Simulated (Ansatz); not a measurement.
# BaZrO3 (Pm-3m): zone-centre modes under pressure, part 2 of 3

Aim: how do the optical modes of BaZrO3 (Pm-3m) move with volume?

Ansatz 0.2.0; DFT PBE, scalar-relativistic, plane waves, PAW; PAW set soft_1.

So far. Step 3 (Tight relaxation): The forces vanish by symmetry and the pressure is 0.002 GPa, within the tolerances set. The cell now holds 15.11 Å³/atom.

## Step 4: Modes at rest

The modes at rest are the reference of the series, and the response to a field gives the dielectric tensor and the Born charges.

input.yaml reads:

```yaml
crystal:
  lattice:
    - [4.2272056361, 0.0, 0.0]
    - [0.0, 4.2272056361, 0.0]
    - [0.0, 0.0, 4.2272056361]
  atoms:
    - { symbol: O, position: [0.0, 0.5, 0.5] }
    - { symbol: O, position: [0.5, 0.0, 0.5] }
    - { symbol: O, position: [0.5, 0.5, 0.0] }
    - { symbol: Zr, position: [0.5, 0.5, 0.5] }
    - { symbol: Ba, position: [0.0, 0.0, 0.0] }
kpoints:
  mp_grid: { grid: [8, 8, 8] }
hamiltonian:
  xc: pbe
  pseudopotentials: { kind: paw, azcp: { folder: soft_1 } }
scf:
  occupations: { method: fixed }
output:
  eigenvalues: true
phonons:
  method: dfpt
  dielectric: true
  rigid_motions: translations
  raman: true
```

Command:

```console
ansatz run input.yaml --threads 4 --pin off --max-ram 16384MiB --backend cpu --events-out ev --progress --plain --runs-dir out
```

Numbers of over 12 decimals in the logs are rounded to 6 here.

The log of the run:

```text
[...]
Crystal: 5 atoms, lattice volume = 75.537 Å³
Basis set: ecut = 420 eV, 1419 PW (Γ), exchange–correlation on 60×60×60 points (8 copies of the dense FFT grid, shifted against one another)
Bands: 25, of which v1, the nominal top of the filled ones, is band 20 counted from 1 (19 counted from 0)
Symmetry: 48 space group operations
k-points: 170 of 512 (irreducible under 2 space group operations, time reversal used)
[...]
SCF iter   1: F=—  HF=-11844.964045 eV  |F-HF|=—  |Δ(HF+E_count)|=         —  Δρ=5.04e-2  dr2=1.37e0  ethr=3.10e-3  ⟨swp⟩=5.0  Hψ=18278  notcnv=0  defer=347
[...]
SCF iter  10: F=-11844.892718 eV  HF=-11844.892718 eV  |F-HF|=1.82e-12  |Δ(HF+E_count)|=  1.13e-10  Δρ=5.75e-8  dr2=1.39e-12  ethr=1.00e-12  ⟨swp⟩=12.7  Hψ=28104  notcnv=0
SCF 1 converged in 10 iterations: F = -11844.892718 eV  dr2 = 1.39e-12
[...]
DFPT response loops at Γ: preconditioner auto → none (the input reference at scf.mixing.eps_inf says where Resta's filter doesn't serve); β = 0.50; Broyden in place of MSR1
── the response to a field inside a basis, on 8×8×8 k-points: an SCF that follows is theirs, and a resumed run solves both again ──
Bands: 21, of which v1, the nominal top of the filled ones, is band 20 counted from 1 (19 counted from 0)
k-points: 20
[...]
Eigensolver: Dense (20 Hₖ)
SCF iter   1: F=—  HF=-11844.885599 eV  |F-HF|=—  |Δ(HF+E_count)|=         —  Δρ=2.74e-4  dr2=1.07e-5  ethr=1.00e-1
[...]
SCF iter   6: F=-11844.885604 eV  HF=-11844.885604 eV  |F-HF|=7.28e-12  |Δ(HF+E_count)|=  1.20e-10  Δρ=9.23e-8  dr2=5.32e-12  ethr=1.00e-12
SCF 1 converged in 6 iterations: F = -11844.885604 eV  dr2 = 5.32e-12
[...]
SCF converged after 10 iterations
Free energy (F): -11844.892718 eV
[...]
Internal energy: -11844.892718 eV  (E = F + TS)
E sigma→0 (E₀):  -11844.892718 eV
Fermi energy:    9.479040 eV
[...]
--- Band table (eV; the first three rows and the last of 170) ---
  k-point 0: bands = [... 16 lower, 8.5201, 9.2592, 9.2592, 9.2592, 12.6659, 12.6659, 12.6659, 14.1931, ... 1 higher]
  k-point 1: bands = [... 16 lower, 8.4168, 8.8627, 9.2037, 9.2037, 12.7108, 13.0050, 13.0050, 14.4260, ... 1 higher]
  k-point 2: bands = [... 16 lower, 8.1896, 8.2485, 9.1092, 9.1092, 12.8270, 13.8027, 13.8027, 14.9989, ... 1 higher]
  k-point 169: bands = [... 16 lower, 7.0025, 9.4790, 9.4790, 9.4790, 15.4483, 15.4483, 15.4483, 16.2626, ... 1 higher]
--- Phonons (Γ-DFPT): 4 representative perturbations + reference, on 170 of 512 k-points (Σ response iterations 12) ---
  k mesh reduced under 2 symmetry operations, with k and −k counted as one. Each operation leaves every solved perturbation unchanged. A smaller set is not considered because the run solves the response to a homogeneous field
  ASR residual: 3.533e-4 → 0.000e0 eV/Å²; symmetrization residual: 3.771e-6 eV/Å²
  ASR residual per site (eV/Å²): 1.23e-4 1.23e-4 1.23e-4 3.53e-4 1.06e-5
  Γ frequencies (cm⁻¹): 0.00 0.00 0.00 87.73 87.73 87.73 180.76 180.76 180.76 187.26 187.26 187.26 470.44 470.44 470.44
  ε∞ (high-frequency dielectric tensor):
        4.864475    -0.000000     0.000000
       -0.000000     4.864475     0.000000
        0.000000     0.000000     4.864475
  ε⁰ (static dielectric tensor: ions relaxed, cell fixed):
       79.445961    -0.000000     0.000000
       -0.000000    79.445961     0.000000
        0.000000     0.000000    79.445961
  ε⁰ − ε∞ (ionic part):
       74.581486    -0.000000     0.000000
       -0.000000    74.581486     0.000000
        0.000000     0.000000    74.581486
  softest optical mode at Γ: 87.73 cm⁻¹; the repairs (sum rule, projections) moved no ω² at Γ by more than (1.74 cm⁻¹)²
  Born effective charges Z* (e; rows j = field, columns β = displacement):
    site 0:
        -4.85154    0.00000   -0.00000
        -0.00000   -2.00319    0.00000
         0.00000    0.00000   -2.00319
    site 1:
        -2.00319    0.00000   -0.00000
        -0.00000   -4.85154    0.00000
         0.00000    0.00000   -2.00319
    site 2:
        -2.00319   -0.00000    0.00000
         0.00000   -2.00319    0.00000
         0.00000    0.00000   -4.85154
    site 3:
         6.11480   -0.00000   -0.00000
         0.00000    6.11480    0.00000
         0.00000    0.00000    6.11480
    site 4:
         2.74312    0.00000   -0.00000
         0.00000    2.74312    0.00000
         0.00000   -0.00000    2.74312
  Z* charge neutrality: 1.771e-5 e pre-enforcement
  k-mesh period / interband length: 33.8 Å / 1.59 Å = 21.30 at k = (0.0000, 0.0000, 0.0000), direct gap 3.407 eV — 14 or more, which is no proof of convergence
  Raman tensors (in the event stream and the table raman_tensors.tsv): an entry may err by 1.4e-3 Å², one of the second-order susceptibility by 2.8e-19 pm/V (basis, points and sum rule); their sum over the sites missed zero by 1.581e-20 Å² ahead of its enforcement
  optical modes at Γ without the LO–TO term, one row a degenerate level:
      ω (cm⁻¹)  modes    IR ((D/Å)²/amu)  static Raman (Å⁴/amu)  depolarisation
         87.73      3            40.7575                 0.0000               —
        180.76      3            78.6188                 0.0000               —
        187.26      3             0.0000                 0.0000               —
        470.44      3            49.3279                 0.0000               —
  optical modes at Γ + LO–TO along q̂ = [1.0000, 0.0000, 0.0000]:
      ω (cm⁻¹)  modes    IR ((D/Å)²/amu)  static Raman (Å⁴/amu)  depolarisation
         87.73      2            27.1716                 0.0000               —
        124.03      1             0.0933                 0.0000               —
        180.76      2            52.4126                 0.0000               —
        187.26      3             0.0000                 0.0000               —
        367.43      1             5.3496                 0.0000               —
        470.44      2            32.8853                 0.0000               —
        661.59      1            50.7918                 0.0000               —
  optical modes at Γ + LO–TO along q̂ = [0.0000, 1.0000, 0.0000]:
      ω (cm⁻¹)  modes    IR ((D/Å)²/amu)  static Raman (Å⁴/amu)  depolarisation
         87.73      2            27.1716                 0.0000               —
        124.03      1             0.0933                 0.0000               —
        180.76      2            52.4126                 0.0000               —
        187.26      3             0.0000                 0.0000               —
        367.43      1             5.3496                 0.0000               —
        470.44      2            32.8853                 0.0000               —
        661.59      1            50.7918                 0.0000               —
  optical modes at Γ + LO–TO along q̂ = [0.0000, 0.0000, 1.0000]:
      ω (cm⁻¹)  modes    IR ((D/Å)²/amu)  static Raman (Å⁴/amu)  depolarisation
         87.73      2            27.1716                 0.0000               —
        124.03      1             0.0933                 0.0000               —
        180.76      2            52.4126                 0.0000               —
        187.26      3             0.0000                 0.0000               —
        367.43      1             5.3496                 0.0000               —
        470.44      2            32.8853                 0.0000               —
        661.59      1            50.7918                 0.0000               —
```

Elapsed: 2.1 min, on 4 threads of Arm Neoverse V2, shared host; peak memory 1.6 GiB.

Reading the cycles: dr2 is the Hartree energy of the density residual (eV), the measure of convergence; HF is the Harris–Foulkes estimate of the energy, which meets the free energy F at convergence.

Numbers from this step:

```
sum-rule residual before enforcement                    : 3.53e-4 eV/Å²
miss of the charge sum rule                             : 1.77e-5 e
point group                                             : m-3m
highest optical mode at the zone centre (no LO-TO term) : 470.4 cm⁻¹
lowest optical zone-centre mode                         : 87.73 cm⁻¹
mean high-frequency dielectric constant                 : 4.864
largest Born charge (third of the trace)                : 6.115 e
mean static dielectric constant                         : 79.45
top of the zone-centre spectrum with the field          : 661.6 cm⁻¹
```

Without the LO-TO term. Patterns of degenerate modes are one choice out of their space. Modes at Γ, with each element's share of the kinetic energy:

| mode | frequency (cm⁻¹) | symmetry | O % | Zr % | Ba % |
| --- | --- | --- | --- | --- | --- |
| 1 | 0.0 | acoustic | 17 | 33 | 50 |
| 2 | 0.0 | acoustic | 17 | 33 | 50 |
| 3 | 0.0 | acoustic | 17 | 33 | 50 |
| 4 | 87.7 | T1u | 48 | 9 | 42 |
| 5 | 87.7 | T1u | 48 | 9 | 42 |
| 6 | 87.7 | T1u | 48 | 9 | 42 |
| 7 | 180.8 | T1u | 35 | 57 | 8 |
| 8 | 180.8 | T1u | 35 | 57 | 8 |
| 9 | 180.8 | T1u | 35 | 57 | 8 |
| 10 | 187.3 | T2u | 100 | 0 | 0 |
| 11 | 187.3 | T2u | 100 | 0 | 0 |
| 12 | 187.3 | T2u | 100 | 0 | 0 |
| 13 | 470.4 | T1u | 99 | 1 | 0 |
| 14 | 470.4 | T1u | 99 | 1 | 0 |
| 15 | 470.4 | T1u | 99 | 1 | 0 |

Displacements in mode 5 (87.7 cm⁻¹), the largest set to 1:
```
O1   0.43  0.67 -1.00
O2   0.64  0.45 -1.00
O3   0.64  0.67 -0.68
Zr4  0.18  0.19 -0.29
Ba5 -0.32 -0.33  0.50
```

Displacements in mode 12 (187.3 cm⁻¹), the largest set to 1:
```
O1   0.00 -1.00  0.96
O2  -0.01  0.00 -0.96
O3   0.01  1.00  0.00
Zr4  0.00  0.00  0.00
Ba5  0.00  0.00  0.00
```

Optical modes at the zone centre, without and with the macroscopic field of the longitudinal modes; each column is sorted by frequency, so a row need not hold one and the same mode. Modes with and without the field, by row:

| rank among optical modes | no field (cm⁻¹) | q along (1, 0, 0) (cm⁻¹) |
| --- | --- | --- |
| 1 | 87.7 | 87.7 |
| 2 | 87.7 | 87.7 |
| 3 | 87.7 | 124 |
| 4 | 180.8 | 180.8 |
| 5 | 180.8 | 180.8 |
| 6 | 180.8 | 187.3 |
| 7 | 187.3 | 187.3 |
| 8 | 187.3 | 187.3 |
| 9 | 187.3 | 367.4 |
| 10 | 470.4 | 470.4 |
| 11 | 470.4 | 470.4 |
| 12 | 470.4 | 661.6 |

Born charge (rows field, columns displacement) (e), principal values of the symmetric part by kind of site:

| atom | atoms with these values | low | middle | high | mean |
| --- | --- | --- | --- | --- | --- |
| O1 | 3 | -4.85 | -2.00 | -2.00 | -2.95 |
| Zr4 | 1 | 6.11 | 6.11 | 6.11 | 6.11 |
| Ba5 | 1 | 2.74 | 2.74 | 2.74 | 2.74 |

In full for O1:

```
-4.85  0.00  0.00
 0.00 -2.00  0.00
 0.00  0.00 -2.00
```

High-frequency dielectric tensor:

```
4.86 0.00 0.00
0.00 4.86 0.00
0.00 0.00 4.86
```

Static dielectric tensor (ions relaxed, fixed cell):

```
79.45  0.00  0.00
 0.00 79.45  0.00
 0.00  0.00 79.45
```

Transverse modes. Lines of the infrared spectrum (strongest = 100):

| position (cm⁻¹) | label | relative intensity |
| --- | --- | --- |
| 88 | T1u | 52 |
| 181 | T1u | 100 |
| 187 | T2u | 0.0 |
| 470 | T1u | 63 |

Before it was imposed, the acoustic sum rule was missed by 3.5e-4 eV/Å² and the charge sum rule by 1.8e-5 e. Small misses are needed for a sound result but don't prove that mesh and cutoff are converged. The lowest optical mode is real, 87.7 cm⁻¹.

## Step 5: Ground state of a member: 1.06 times the volume at rest

The cell is set to 1.06 times the volume at rest; symmetry leaves nothing else free, so this is a single point.

input.yaml, the sections that differ from step 4:

```yaml
crystal:
  lattice:
    - [4.3101130696, 0.0, 0.0]
    - [0.0, 4.3101130696, 0.0]
    - [0.0, 0.0, 4.3101130696]
  atoms:
    - { symbol: O, position: [0.0, 0.5, 0.5] }
    - { symbol: O, position: [0.5, 0.0, 0.5] }
    - { symbol: O, position: [0.5, 0.5, 0.0] }
    - { symbol: Zr, position: [0.5, 0.5, 0.5] }
    - { symbol: Ba, position: [0.0, 0.0, 0.0] }
output:
  forces: true
  stress: true
  eigenvalues: true
# kpoints, hamiltonian, scf: as in step 4
# phonons: removed
```

The log of the run:

```text
[...]
Crystal: 5 atoms, lattice volume = 80.069 Å³
Basis set: ecut = 420 eV, 1551 PW (Γ), exchange–correlation on 60×60×60 points (8 copies of the dense FFT grid, shifted against one another)
Bands: 25, of which v1, the nominal top of the filled ones, is band 20 counted from 1 (19 counted from 0)
Symmetry: 48 space group operations
[...]
k-points: 35 of 512
[...]
SCF iter   1: F=—  HF=-11844.922322 eV  |F-HF|=—  |Δ(HF+E_count)|=         —  Δρ=5.28e-2  dr2=1.63e0  ethr=3.10e-3  ⟨swp⟩=5.0  Hψ=3737  notcnv=0  defer=73
[...]
SCF iter   8: F=-11844.778509 eV  HF=-11844.778509 eV  |F-HF|=6.74e-9  |Δ(HF+E_count)|=   2.53e-7  Δρ=3.49e-6  dr2=8.06e-9  ethr=2.50e-10  ⟨swp⟩=11.3  Hψ=5118  notcnv=0
SCF 1 converged in 8 iterations: F = -11844.778509 eV  dr2 = 8.06e-9
[...]
SCF converged after 8 iterations
Free energy (F): -11844.778509 eV
[...]
Internal energy: -11844.778509 eV  (E = F + TS)
E sigma→0 (E₀):  -11844.778509 eV
Fermi energy:    8.754133 eV
[...]
--- Stress (GPa, compression-positive) ---
       -7.664251       0.000000       0.000000
        0.000000      -7.664251       0.000000
        0.000000       0.000000      -7.664251
  P = ⅓ Tr σ = -7.6643 GPa (-76.643 kbar)
--- Band table (eV; the first three rows and the last of 35) ---
  k-point 0: bands = [... 16 lower, 7.8749, 8.4814, 8.4814, 8.4814, 11.7965, 11.7965, 11.7965, 13.3737, ... 1 higher]
  k-point 1: bands = [... 16 lower, 7.7818, 8.1212, 8.4255, 8.4255, 11.8368, 12.1069, 12.1069, 13.5870, ... 1 higher]
  k-point 2: bands = [... 16 lower, 7.5559, 7.5757, 8.3288, 8.3288, 11.9402, 12.8339, 12.8339, 14.1125, ... 1 higher]
  k-point 34: bands = [... 16 lower, 6.3225, 8.7541, 8.7541, 8.7541, 14.4923, 14.4923, 14.4923, 15.0519, ... 1 higher]
```

Elapsed: 1 s, on 4 threads; peak memory 0.41 GiB.

This step gave:

```yaml
pressure: -7.664 GPa
gap_on_the_k_mesh: 3.042 eV
volume_per_atom: 16.01 Å³
```

The forces vanish by symmetry, at a pressure of -7.66 GPa.

## Step 6: Modes of this member: 1.06 times the volume at rest

The zone-centre modes follow for 1.06 times the volume at rest, with the response to a field.

input.yaml, as its differences from that of step 5:

```diff
@@ -19,4 +19,6 @@
 output:
-  forces: true
-  stress: true
   eigenvalues: true
+phonons:
+  method: dfpt
+  dielectric: true
+  rigid_motions: translations
```

The log of the run:

```text
[...]
Crystal: 5 atoms, lattice volume = 80.069 Å³
Basis set: ecut = 420 eV, 1551 PW (Γ), exchange–correlation on 60×60×60 points (8 copies of the dense FFT grid, shifted against one another)
Bands: 25, of which v1, the nominal top of the filled ones, is band 20 counted from 1 (19 counted from 0)
Symmetry: 48 space group operations
k-points: 170 of 512 (irreducible under 2 space group operations, time reversal used)
[...]
SCF iter   1: F=—  HF=-11844.922268 eV  |F-HF|=—  |Δ(HF+E_count)|=         —  Δρ=5.28e-2  dr2=1.63e0  ethr=3.10e-3  ⟨swp⟩=5.2  Hψ=18158  notcnv=0  defer=361
[...]
SCF iter  10: F=-11844.778509 eV  HF=-11844.778509 eV  |F-HF|=1.09e-11  |Δ(HF+E_count)|=  1.98e-10  Δρ=7.53e-8  dr2=2.75e-12  ethr=1.00e-12  ⟨swp⟩=12.9  Hψ=28715  notcnv=0
SCF 1 converged in 10 iterations: F = -11844.778509 eV  dr2 = 2.75e-12
[...]
SCF converged after 10 iterations
Free energy (F): -11844.778509 eV
[...]
Internal energy: -11844.778509 eV  (E = F + TS)
E sigma→0 (E₀):  -11844.778509 eV
Fermi energy:    8.754126 eV
[...]
--- Band table (eV; the first three rows and the last of 170) ---
  k-point 0: bands = [... 16 lower, 7.8749, 8.4814, 8.4814, 8.4814, 11.7965, 11.7965, 11.7965, 13.3737, ... 1 higher]
  k-point 1: bands = [... 16 lower, 7.7818, 8.1212, 8.4255, 8.4255, 11.8368, 12.1069, 12.1069, 13.5871, ... 1 higher]
  k-point 2: bands = [... 16 lower, 7.5559, 7.5757, 8.3288, 8.3288, 11.9402, 12.8339, 12.8339, 14.1125, ... 1 higher]
  k-point 169: bands = [... 16 lower, 6.3225, 8.7541, 8.7541, 8.7541, 14.4923, 14.4923, 14.4923, 15.0519, ... 1 higher]
[...]
ASR residual: 1.597e-4 → 0.000e0 eV/Å²; symmetrization residual: 4.243e-6 eV/Å²
  ASR residual per site (eV/Å²): 7.85e-5 7.85e-5 7.85e-5 1.60e-4 1.93e-5
[...]
ε∞ (high-frequency dielectric tensor):
        4.884265     0.000000     0.000000
        0.000000     4.884265    -0.000000
        0.000000     0.000000     4.884265
  ε⁰ (static dielectric tensor: ions relaxed, cell fixed):
      407.323923    -0.000000     0.000000
       -0.000000   407.323923    -0.000000
        0.000000    -0.000000   407.323923
  ε⁰ − ε∞ (ionic part):
      402.439658    -0.000000     0.000000
       -0.000000   402.439658    -0.000000
        0.000000    -0.000000   402.439658
[...]
Born effective charges Z* (e; rows j = field, columns β = displacement):
    site 0:
        -4.89726    0.00000    0.00000
         0.00000   -1.97631    0.00000
         0.00000   -0.00000   -1.97631
    site 1:
        -1.97631   -0.00000    0.00000
        -0.00000   -4.89726   -0.00000
         0.00000   -0.00000   -1.97631
    site 2:
        -1.97631    0.00000    0.00000
        -0.00000   -1.97631    0.00000
         0.00000    0.00000   -4.89726
    site 3:
         6.13063   -0.00000    0.00000
        -0.00000    6.13063    0.00000
         0.00000    0.00000    6.13063
    site 4:
         2.71926   -0.00000    0.00000
        -0.00000    2.71926    0.00000
         0.00000    0.00000    2.71926
  Z* charge neutrality: 1.289e-5 e pre-enforcement
[...]
optical modes at Γ without the LO–TO term, one row a degenerate level:
      ω (cm⁻¹)  modes    IR ((D/Å)²/amu)
         43.18      3            77.0078
        134.03      3            69.6200
        194.62      3             0.0000
        409.76      3            23.1609
  optical modes at Γ + LO–TO along q̂ = [1.0000, 0.0000, 0.0000]:
      ω (cm⁻¹)  modes    IR ((D/Å)²/amu)
         43.18      2            51.3385
        100.06      1             0.0446
        134.03      2            46.4133
        194.62      3             0.0000
        363.67      1             3.5917
        409.76      2            15.4406
        595.09      1            52.9600
  optical modes at Γ + LO–TO along q̂ = [0.0000, 1.0000, 0.0000]:
      ω (cm⁻¹)  modes    IR ((D/Å)²/amu)
         43.18      2            51.3385
        100.06      1             0.0446
        134.03      2            46.4133
        194.62      3             0.0000
        363.67      1             3.5917
        409.76      2            15.4406
        595.09      1            52.9600
  optical modes at Γ + LO–TO along q̂ = [0.0000, 0.0000, 1.0000]:
      ω (cm⁻¹)  modes    IR ((D/Å)²/amu)
         43.18      2            51.3385
        100.06      1             0.0446
        134.03      2            46.4133
        194.62      3             0.0000
        363.67      1             3.5917
        409.76      2            15.4406
        595.09      1            52.9600
```

Run time: 46 s. Hardware: 4 threads; peak memory 1.7 GiB.

This step gave:

```
sum-rule residual before enforcement                    : 1.60e-4 eV/Å²
miss of the charge sum rule                             : 1.29e-5 e
highest optical mode at the zone centre (no LO-TO term) : 409.8 cm⁻¹
lowest optical zone-centre mode                         : 43.18 cm⁻¹
mean high-frequency dielectric constant                 : 4.884
largest Born charge (third of the trace)                : 6.131 e
mean static dielectric constant                         : 407.3
top of the zone-centre spectrum with the field          : 595.1 cm⁻¹
```

Without the LO-TO term. Patterns of degenerate modes are one choice out of their space. Modes at Γ, with each element's share of the kinetic energy:

| mode | frequency (cm⁻¹) | symmetry | O % | Zr % | Ba % |
| --- | --- | --- | --- | --- | --- |
| 1 | 0.0 | acoustic | 17 | 33 | 50 |
| 2 | 0.0 | acoustic | 17 | 33 | 50 |
| 3 | 0.0 | acoustic | 17 | 33 | 50 |
| 4 | 43.2 | T1u | 65 | 1 | 33 |
| 5 | 43.2 | T1u | 65 | 1 | 33 |
| 6 | 43.2 | T1u | 65 | 1 | 33 |
| 7 | 134.0 | T1u | 18 | 65 | 17 |
| 8 | 134.0 | T1u | 18 | 65 | 17 |
| 9 | 134.0 | T1u | 18 | 65 | 17 |
| 10 | 194.6 | T2u | 100 | 0 | 0 |
| 11 | 194.6 | T2u | 100 | 0 | 0 |
| 12 | 194.6 | T2u | 100 | 0 | 0 |
| 13 | 409.8 | T1u | 99 | 0 | 0 |
| 14 | 409.8 | T1u | 99 | 0 | 0 |
| 15 | 409.8 | T1u | 99 | 0 | 0 |

Displacements in mode 6 (43.2 cm⁻¹), the largest set to 1:
```
O1   0.21 -1.00 -0.11
O2   0.24 -0.87 -0.11
O3   0.24 -1.00 -0.09
Zr4  0.03 -0.10 -0.01
Ba5 -0.10  0.40  0.04
```

Displacements in mode 10 (194.6 cm⁻¹), the largest set to 1:
```
O1   0.00 -0.03 -1.00
O2  -0.06  0.00  1.00
O3   0.06  0.03  0.00
Zr4  0.00  0.00  0.00
Ba5  0.00  0.00  0.00
```

Transverse modes. Infrared lines, with heights relative to the strongest:

| position (cm⁻¹) | label | relative intensity |
| --- | --- | --- |
| 43 | T1u | 100 |
| 134 | T1u | 90 |
| 195 | T2u | 0.0 |
| 410 | T1u | 30 |

Without the LO-TO term the lowest optical mode is real, 43.2 cm⁻¹, and the highest lies at 409.8 cm⁻¹.

For the mean static dielectric tensor (ions relaxed, fixed cell), step 4 gave 79.4; this run, with volume ratio 1.06, gives 407 (+413 %).

(Continued in part 3 of 3.)

[Logs are printed without paths, hosts, clocks, repeated set-up lines and the standing remarks that a program may print on its own settings, such as how far it seeks lower states.]

[Hosts, paths, dates, database ids (printed as entryN), source tags and the programs' standing remarks are cut or masked in the printed files.]
